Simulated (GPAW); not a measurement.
# Near-edge structure at the O K edge of HfO2 (Fm-3m), part 2 of 2

Aim: the dependence of the O K near-edge features of HfO2 (Fm-3m) on volume.

GPAW 26.7.0; X-ray absorption from dipole matrix elements to empty bands, plane-wave PAW revPBE.

So far. Step 6 (Spectrum with FCH, O atom 2): The scaled spectrum changes by 39 % r.m.s. A shift of +0.6 eV leaves 23 %. The highest intensity below 16 eV goes from 3.7 eV (3.20) to 4.3 eV (3.16). Step 8 (Spectrum with FCH, O atom 2): Against the first run the r.m.s. difference is 13 %. A shift of -0.2 eV leaves 8 %. The highest intensity below 16 eV goes from 3.7 eV (3.20) to 3.5 eV (3.19).

**10. Spectrum with FCH, O atom 2**

Changed against the first core-hole run: volume scale from 1 to 1.06.

File xas.py:

```python
import numpy as np
from ase import Atoms
from ase.parallel import parprint, paropen
from gpaw import GPAW, PW, FermiDirac, Mixer, MixerDif, setup_paths
from gpaw.test import gen
setup_paths.insert(0, '.')
gen('O', name='fch1s', xcname='revPBE', corehole=(1, 0, 1), write_xml=True)
from gpaw.mpi import world
world.barrier()

atoms = Atoms('Hf6O12',
    cell=[[2.60765979, 5.21531959, -2.60765979],
     [5.21531959, -2.60765979, 2.60765979],
     [2.60765979, -5.21531959, -2.60765979]],
    scaled_positions=[[0, 0, 0],
     [0.5, 0, 0.5],
     [0, 0.33333333, 0.33333333],
     [0.5, 0.66666667, 0.16666667],
     [0.5, 0.33333333, 0.83333333],
     [0, 0.66666667, 0.66666667],
     [0.375, 0, 0.125],
     [0.875, 0, 0.625],
     [0.375, 0.33333333, 0.45833333],
     [0.875, 0.66666667, 0.29166667],
     [0.875, 0.33333333, 0.95833333],
     [0.375, 0.66666667, 0.79166667],
     [0.125, 0.33333333, 0.70833333],
     [0.625, 0.33333333, 0.20833333],
     [0.125, 0.66666667, 0.04166667],
     [0.625, 0, 0.875],
     [0.625, 0.66666667, 0.54166667],
     [0.125, 0, 0.375]],
    pbc=True)
atoms.calc = calc = GPAW(legacy_gpaw=True, mode=PW(500), xc='revPBE', setups={6: 'fch1s'},
    kpts={'size': (2, 3, 3), 'gamma': True}, occupations=FermiDirac(0.02),
    charge=0, mixer=Mixer(0.1, 5, 50), maxiter=150,
    convergence={'density': 0.0001}, txt='scf.txt')
energy = atoms.get_potential_energy() + calc.get_reference_energy()
ef = calc.get_fermi_level()
out = dict(energy=energy, fermi=ef, forces=atoms.get_forces().tolist())
parprint(f'all-electron energy {energy:.4f} eV, Fermi level {ef:.4f} eV')
ev = np.array([[calc.get_eigenvalues(k, s) for k in range(len(calc.get_ibz_k_points()))] for s in range(calc.get_number_of_spins())])
out['homo'], out['lumo'], out['counts'] = ev[ev < ef].max(), ev[ev > ef].min(), sorted(set((ev < ef).sum((0, 2)).tolist()))
out['filled'] = (ev[:, 0] < ef).sum(1).tolist()

from ase.units import Ha
from gpaw.xas import dipole_matrix_elements
nb = int(calc.get_number_of_electrons() / 2) + 159
top, nb = nb, nb + 8 + nb // 12
nscf = calc.fixed_density(kpts={'size': (3, 3, 3), 'gamma': True}, nbands=nb,
    convergence={'bands': top, 'eigenstates': 1e-5}, maxiter=60, txt='nscf.txt')
cell = atoms.cell.array
ops = [cell.T @ U.T @ np.linalg.inv(cell.T) for U in nscf.wfs.kd.symmetry.op_scc]
filled = [72]  # bands filled in the ground state, by spin
E = np.arange(-6, 34, 0.1)
fwhm = np.interp(E, [4, 25], [0.9, 3.5])
Y, X, zero, highest = 0, 0, 1e9, 1e9
for spin in range(nscf.get_number_of_spins()):
    wfs = nscf.wfs
    A = dipole_matrix_elements(wfs.setups[6])
    eps = np.zeros((wfs.kd.nibzkpts, nb))
    d = np.zeros((3, A.shape[1], wfs.kd.nibzkpts, nb), complex)
    for kpt in wfs.kpt_u:
        if kpt.s == spin and 6 in kpt.P_ani:
            eps[kpt.k] = kpt.eps_n * Ha
            d[:, :, kpt.k] = (kpt.weight * wfs.nspins / 2) ** 0.5 * np.inner(A, kpt.P_ani[6])
    world.sum(eps)
    world.sum(d)
    T = np.einsum('amkn,bmkn->abkn', d, d.conj()).real
    T = sum(np.einsum('ai,ijkn,bj->abkn', R, T, R) for R in ops) / len(ops)
    empty = np.ones_like(eps, bool) & (np.arange(nb) >= filled[spin])
    zero, highest = min(zero, eps[empty].min()), min(highest, eps[:, top - 1].min())
    lines = [(eps, T, empty)] if spin == 0 else lines + [(eps, T, empty)]
for eps, T, empty in lines:
    f = np.einsum('aakn->akn', T).reshape(3, -1)
    x = eps.ravel() - zero
    w = np.interp(x, E, fwhm) / 2.35482
    g = np.exp(-0.5 * ((E[:, None] - x) / w) ** 2) / (w * (2 * np.pi) ** 0.5)
    Y = Y + (f * empty.ravel()) @ g.T
    X = X + (f * ~empty.ravel()) @ g.T
out.update(E=E.round(2).tolist(), xas=Y.tolist(), xes=X.tolist(), zero=zero, valid=highest - zero, nk=len(eps), nb=nb)
for i in range(0, len(E), 10):
    parprint(f'{E[i]:7.2f}', *(f'{v:10.3e}' for v in Y[:, i]))
import json
with paropen('out.json', 'w') as f:
    json.dump(out, f)
```

Launch:

```sh
$ OMP_NUM_THREADS=1 mpirun -n 2 gpaw python xas.py
```

Run time: 8.5 min. Hardware: 2 MPI ranks of Arm Neoverse V1, shared host; peak memory 0.66 GiB; 17 min of CPU time.

```csv
E (eV),first run,this run
-2.0,0.00,0.00
-1.0,0.00,0.01
0.0,0.94,0.98
1.0,0.76,0.64
2.0,0.20,0.57
3.0,2.16,2.86
4.0,2.86,2.08
5.0,1.40,0.94
6.0,0.79,0.76
7.0,0.65,0.85
8.0,0.98,1.26
9.0,1.16,0.81
10.0,0.66,0.39
11.0,0.57,0.76
12.0,0.98,1.15
13.0,1.11,1.03
14.0,0.88,0.79
15.0,0.76,0.75
16.0,0.78,0.81
17.0,0.81,0.82
18.0,0.75,0.72
19.0,0.67,0.69
20.0,0.71,0.82
21.0,0.86,0.97
22.0,1.00,0.97
23.0,0.96,0.78
24.0,0.75,0.54
25.0,0.52,0.39
26.0,0.39,0.34
27.0,0.34,0.36
28.0,0.36,0.42
29.0,0.41,0.49
30.0,0.47,0.59
31.0,0.55,0.74
32.0,0.67,0.89
```

The scaled spectrum changes by 24 % r.m.s. A shift of -0.2 eV leaves 15 %. The highest intensity below 16 eV goes from 3.7 eV (3.20) to 3.3 eV (3.17).

The photon energy of the zero moves by -0.18 eV.

**11. The volumes side by side**

```csv
volume,nearest distance (Å),shift of the zero (eV),maximum 1 (eV above own zero),maximum 2 (eV above own zero),maximum 3 (eV above own zero),maximum 4 (eV above own zero)
0.91,2.146,+0.25,0.5,4.3,10.0,13.6
1,2.215,+0.00,0.4,3.7,8.7,12.8
1.03,2.237,-0.09,0.4,3.5,8.3,12.5
1.06,2.258,-0.18,0.4,3.3,8.0,12.2
```

The curves, each shifted by its zero's change so that they share one photon-energy axis, counted from the zero at V × 1:

```csv
E (eV),V × 0.91,V × 1,V × 1.03,V × 1.06
-2.0,0.00,0.00,0.00,0.00
-1.0,0.00,0.00,0.01,0.02
0.0,0.33,0.94,1.16,1.33
1.0,1.50,0.76,0.56,0.40
2.0,0.20,0.20,0.46,0.96
3.0,0.30,2.16,2.72,3.11
4.0,2.42,2.86,2.25,1.79
5.0,2.61,1.40,1.09,0.82
6.0,1.53,0.79,0.76,0.77
7.0,0.86,0.65,0.73,0.95
8.0,0.52,0.98,1.20,1.23
9.0,0.66,1.16,0.97,0.69
10.0,1.12,0.66,0.46,0.41
11.0,0.99,0.57,0.68,0.86
12.0,0.75,0.98,1.10,1.17
13.0,0.92,1.11,1.06,0.98
14.0,1.05,0.88,0.82,0.77
15.0,0.87,0.76,0.75,0.75
16.0,0.76,0.78,0.80,0.82
17.0,0.78,0.81,0.81,0.81
18.0,0.76,0.75,0.73,0.71
19.0,0.70,0.67,0.67,0.70
20.0,0.63,0.71,0.77,0.85
21.0,0.64,0.86,0.94,0.98
22.0,0.77,1.00,1.00,0.95
23.0,0.94,0.96,0.86,0.73
24.0,1.01,0.75,0.62,0.51
25.0,0.92,0.52,0.43,0.37
26.0,0.70,0.39,0.35,0.34
27.0,0.51,0.34,0.35,0.37
28.0,0.39,0.36,0.39,0.43
29.0,0.35,0.41,0.45,0.50
30.0,0.36,0.47,0.53,0.61
31.0,0.41,0.55,0.64,0.77
32.0,0.47,0.67,0.80,0.91
```

**12. What came out**

| Quantity | Value |
| --- | --- |
| absorber and edge | O K, atom 2 of the ground-state input (counted from 1) |
| surroundings | 4 Hf at 2.21 Å (tetrahedral, site symmetry -43m) |
| highest intensity below 16 eV | 3.7 eV above the zero, height 3.20 |
| photon energy of the zero, with the added terms | 531.7 eV (raw 540.6 eV; uncertain by a few eV) |

From V × 0.91 to V × 1.06 the nearest distance grows by 0.112 Å and the zero moves by -0.44 eV. Above their own zero, the maxima move from 0.5 to 0.4 eV, from 4.3 to 3.3 eV, from 10.0 to 8.0 eV and from 13.6 to 12.2 eV. The O K edge of atom 2, with 4 Hf at 2.21 Å (tetrahedral, site symmetry -43m), has its highest intensity of the first 16 eV at 3.7 eV above the zero, near 535 eV in photon energy (uncertain by a few eV), 3.2 times the mean level of the first 20 eV (Gaussian full width 0.9 eV up to 4 eV, rising linearly to 3.5 eV at 25 eV). The holes are only 6.3 Å apart, so the shape is probably not converged with cell size; no larger cell was run here. The mesh is coarse (0.40 Å⁻¹ between points), so small maxima may be mesh ripples. The structure is a published determination, not relaxed.

[Logs are printed without paths, hosts, clocks, repeated set-up lines and the standing remarks that a program may print on its own settings, such as how far it seeks lower states.]

[Hosts, paths, dates, database ids (printed as entryN), source tags and the programs' standing remarks are cut or masked in the printed files.]

[Lists of maxima count a maximum above −3 eV only where it reaches 4 % of the highest in the window and stands out from its surroundings by 2 % of it (1.5 % where it reaches 55 %); shoulders and weaker maxima are passed over, and of the rest the first, up to two pre-edge ones and the few strongest are named.]
